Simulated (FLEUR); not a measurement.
# free Co(0001) film, 3 layers: anisotropy by force theorems, part 2 of 2

Wanted: anisotropy for free Co(0001) film, 3 layers, with the cost of each step.

FLEUR MaX-R8.1; PBE; all-electron FLAPW film, Dirac cores, scalar-relativistic bands.

So far. Step 2 (Self-consistent state): After 37 cycles the largest moment stands at 1.83 μB.

## (5) Spin–orbit coupling, moments along z

Level of this step: PBE; all-electron FLAPW film, Dirac cores, scalar-relativistic bands with spin-orbit coupling (FLEUR).

Spin–orbit coupling ties the spins to the lattice and lets orbital moments form.

A new self-consistent run of the start ferro +++, with the moments along z. The k list default-1 (kpts.xml, not shown) is a Γ-centred 35×35×1 mesh.

File inp.xml:

```
<?xml version="1.0" encoding="UTF-8" standalone="no"?>
<fleurInput fleurInputVersion="0.39">
   <comment>
      Co
   </comment>
   <calculationSetup>
      <cutoffs Kmax="3.66" Gmax="11.0" GmaxXC="11.0" numbands="111"/>
      <scfLoop itmax="150" minDistance="0.00002" maxIterBroyd="15" imix="Anderson" alpha="0.03" precondParam="0.0" spinf="2.0" sdNocoIR="T"/>
      <coreElectrons ctail="T" frcor="F" kcrel="0" coretail_lmax="0"/>
      <xcFunctional name="pbe" relativisticCorrections="F"/>
      <magnetism jspins="2"/>
      <soc l_soc="T" theta="0.0" phi="0.0" spav="F"/>
      <expertModes spex="0" secvar="F"/>
      <geometryOptimization l_f="F" forcealpha="1.0" forcemix="BFGS" epsdisp="0.00001" epsforce="0.00001"/>
      <ldaU l_linMix="F" mixParam="0.05" spinf="1.0"/>
   </calculationSetup>
   <cell>
      <bzIntegration valenceElectrons="51.0" mode="hist" fermiSmearingEnergy="0.00183747">
         <kPointListSelection listName="default-1"/>
         <xi:include xmlns:xi="http://www.w3.org/2001/XInclude" href="kpts.xml"> </xi:include>
      </bzIntegration>
      <xi:include xmlns:xi="http://www.w3.org/2001/XInclude" href="sym.xml"> </xi:include>
      <filmLattice scale="1.0" dVac="12.97" dTilda="15.47">
         <bravaisMatrixFilm>
            <row-1>    4.7375437355433538    -0.0000000791795246</row-1>
            <row-2>   -2.3687717992124133     4.1028332661104852</row-2>
         </bravaisMatrixFilm>
         <vacuumEnergyParameters vacuum="1" spinUp="-.25" spinDown="-.25"/>
      </filmLattice>
   </cell>
   <atomSpecies>
      <species name="Cobalt (Co2.000" element="Co" atomicNumber="27">
         <mtSphere radius="2.24" gridPoints="741" logIncrement="0.016"/>
         <atomicCutoffs lmax="8" lnonsphr="6"/>
         <electronConfig flipSpins="F">
            <coreConfig>(1s1/2) (2s1/2) (2p1/2) (2p3/2)</coreConfig>
            <valenceConfig>(3s1/2) (3p1/2) (3p3/2) (4s1/2) (3d3/2) (3d5/2)</valenceConfig>
            <stateOccupation state="(3d3/2)" spinUp="1.5" spinDown="1.3"/>
            <stateOccupation state="(3d5/2)" spinUp="3.0" spinDown="1.2"/>
         </electronConfig>
         <energyParameters s="4" p="4" d="3" f="4"/>
         <lo type="SCLO" l="0" n="3" eDeriv="0"/>
         <lo type="SCLO" l="1" n="3" eDeriv="0"/>
      </species>
   </atomSpecies>
   <atomGroups>
      <atomGroup species="Cobalt (Co2.000">
         <filmPos label="                   1">-1.000/3.000 1.000/3.000 -3.8456063830</filmPos>
         <filmPos label="                   3">-1.000/3.000 1.000/3.000 3.8456063830</filmPos>
         <force calculate="T" relaxXYZ="TTT"/>
      </atomGroup>
      <atomGroup species="Cobalt (Co2.000">
         <filmPos label="                   2">1.000/3.000 -1.000/3.000 .0000000000</filmPos>
         <force calculate="T" relaxXYZ="TTT"/>
      </atomGroup>
   </atomGroups>
   <output dos="F" band="F" slice="F">
      <bandDOS minEnergy="-.5*Htr" maxEnergy="0.5*Htr" sigma="0.015" storeEVData="T"/>
      <plotting iplot="0" polar="F">
         <plot TwoD="T" vec1="  1.0  0.0  0.0" vec2="  0.0  1.0  0.0" vec3="  0.0  0.0  1.0" zero="  0.0  0.0 -0.5" file="plot"/>
      </plotting>
      <moessbauerParams electricFieldGradient="F" isomerShift="F" coreHyperfine="F" valenceHyperfine="F"/>
   </output>
</fleurInput>
```

File crystal.txt:

```
Co
&input film=T cartesian=F /
2.50700018054  -0.00000004190  0.00000000000
-1.25350005399  2.17112586459  0.00000000000
0.00000000000  0.00000000000  1.00000000000
1.8897261246
1.0 1.0 1.0

3
27 0.66666666667  0.33333333333  -3.84560638303 : 2.000
27 0.33333333333  0.66666666667  0.00000000000 : 2.000
27 0.66666666667  0.33333333333  3.84560638303 : 2.000

&soc 0.0000000 0.0000000 /
&kpt div1=35 div2=35 div3=1 gamma=T /
```

Launch:

```
$ OMP_NUM_THREADS=1 inpgen -f crystal.txt > inpgen.log  # inp.xml is then edited as shown
$ OMP_NUM_THREADS=1 mpirun -n 4 fleur_MPI > fleur.log
```

What it wrote:

```text
[banner, memory and clock lines left out]
Welcome to FLEUR        (www.flapw.de)
      MaX-Release 8.1          (www.max-centre.eu)

 ========== k-point set info ==========
 Selected k-point list: default-1
 k-point list type: mesh
 0 x 0 x 0
 Number of k points: 412

 [... set-up left out ...]
 Iteration:     1   Distance:      31.82151807 me/bohr^3
 Iteration:     2   Distance:      12.48180943 me/bohr^3
 Iteration:     3   Distance:      13.60371115 me/bohr^3
 Iteration:     4   Distance:       6.68831882 me/bohr^3
 Iteration:     5   Distance:       6.44931032 me/bohr^3
 Iteration:     6   Distance:       4.43732911 me/bohr^3
 Iteration:     7   Distance:       3.04126782 me/bohr^3
 Iteration:     8   Distance:       2.04762682 me/bohr^3
 Iteration:     9   Distance:       1.61288376 me/bohr^3
 Iteration:    10   Distance:       1.19292801 me/bohr^3
 Iteration:    11   Distance:       0.73889456 me/bohr^3
 Iteration:    12   Distance:       0.41354339 me/bohr^3
 Iteration:    13   Distance:       0.18313775 me/bohr^3
 Iteration:    14   Distance:       0.16887494 me/bohr^3
[... lines left out ...]
 Iteration:    22   Distance:       0.00172343 me/bohr^3
 Iteration:    23   Distance:       0.00085613 me/bohr^3
 Iteration:    24   Distance:       0.00057237 me/bohr^3
 Iteration:    25   Distance:       0.00017793 me/bohr^3
 Iteration:    26   Distance:       0.00018229 me/bohr^3
 Iteration:    27   Distance:       0.00004154 me/bohr^3
 Iteration:    28   Distance:       0.00001361 me/bohr^3

 ********************************************************************
 Run finished successfully
 Stop message:
   all done
 ********************************************************************

--- out.xml (last complete iteration) ---
<iteration numberForCurrentRun="   28" overallNumber="   28">
         [... left out ...]
         <bandgap value="0.0010364420" units="eV"/>
         <sumValenceSingleParticleEnergies value="-71.1060736227" units="Htr"/>
         <FermiEnergy value="-0.1830907267" units="Htr"/>
         [... left out ...]
         <magneticMomentsInMTSpheres units="muBohr">
            <globalMagMoment atomType="1" vec="0.00000   0.00000   1.80278"/>
            <globalMagMoment atomType="2" vec="0.00000   0.00000   1.75400"/>
         </magneticMomentsInMTSpheres>
         <orbitalMomentsInMTSpheres units="muBohr">
            <globalMagMoment atomType="1" vec="0.00000   0.00000   0.09296"/>
            <globalMagMoment atomType="2" vec="0.00000   0.00000   0.07973"/>
         </orbitalMomentsInMTSpheres>
         [... left out ...]
         <totalEnergy value="    -4180.3738631133" units="Htr">
            <sumOfEigenvalues value="    -2449.8011428627">
               <coreElectrons value="-2378.6950692400"/>
               <valenceElectrons value="-71.1060736227"/>
            </sumOfEigenvalues>
         [... left out ...]
            <freeEnergy value="-4180.3749881189"/>
            <extrapolationTo0K value="-4180.3744256161"/>
         </totalEnergy>
         <densityConvergence units="me/bohr^3">
            <chargeDensity spin="1" distance="0.0000087221"/>
            <chargeDensity spin="2" distance="0.0000076310"/>
            <overallChargeDensity distance="0.0000091326"/>
            <spinDensity distance="0.0000136091"/>
         </densityConvergence>
      </iteration>
```

Wall time 15 min (4 MPI ranks of Arm Neoverse V1, shared host); peak memory 1.1 GiB.

Spin moment in the muffin-tin sphere by atom:

| atom | spin moment in the muffin-tin sphere (μB) |
| --- | --- |
| Co1 | 1.80 |
| Co2 | 1.75 |
| Co3 | 1.80 |

Numbers from this step:

```yaml
free_energy: -113753.7985 eV
program_s_band_gap_on_this_mesh_in_a_metal_only_a_level_spacing: 0.001036 eV
magnetization: 5.152 μB
final_state: ferromagnetic
orbital_moment_along_the_spin: 0.09296 μB
```

Orbital moment in the sphere, along the spin axis by atom:

| atom | orbital moment in the sphere, along the spin axis (μB) |
| --- | --- |
| Co1 | 0.0930 |
| Co2 | 0.0797 |
| Co3 | 0.0930 |

## (6) Summary of results

```yaml
reference_state: ferromagnetic
largest_sphere_moment: 1.83 μB
easy_direction_of_those_tried: z
energy_along_x_less_z_force_theorem: 0.693 meV a primitive cell
orbital_moment_on_the_atom_of_largest_spin_along_its_spin_spin_orbit_run: 0.0930 μB
```

What this shows: By the force theorem the moments prefer z; shape anisotropy is not in it, and in a film it favours the plane. The difference for the second direction goes from 0.46 meV (mesh 23×23×1, 99 states, 6 min of CPU time) to 0.69 meV (mesh 35×35×1, 99 states, 14 min), so it is not converged. The orbital moment is parallel to the spin, as Hund's third rule has it for a shell over half filled. The state was typed, and no other order was converged beside it, so it need not be the ground state.

[Logs and program files are shortened in this print: banners, set-up blocks, solver, clock and traceback lines can be left out without a mark of their own.]

[Logs are printed without paths, hosts, clocks, repeated set-up lines and the standing remarks that a program may print on its own settings, such as how far it seeks lower states.]

[Hosts, paths, dates, database ids (printed as entryN), source tags and the programs' standing remarks are cut or masked in the printed files.]

[Where a cell is said to come from a database of computed structures, the database is the Materials Project.]
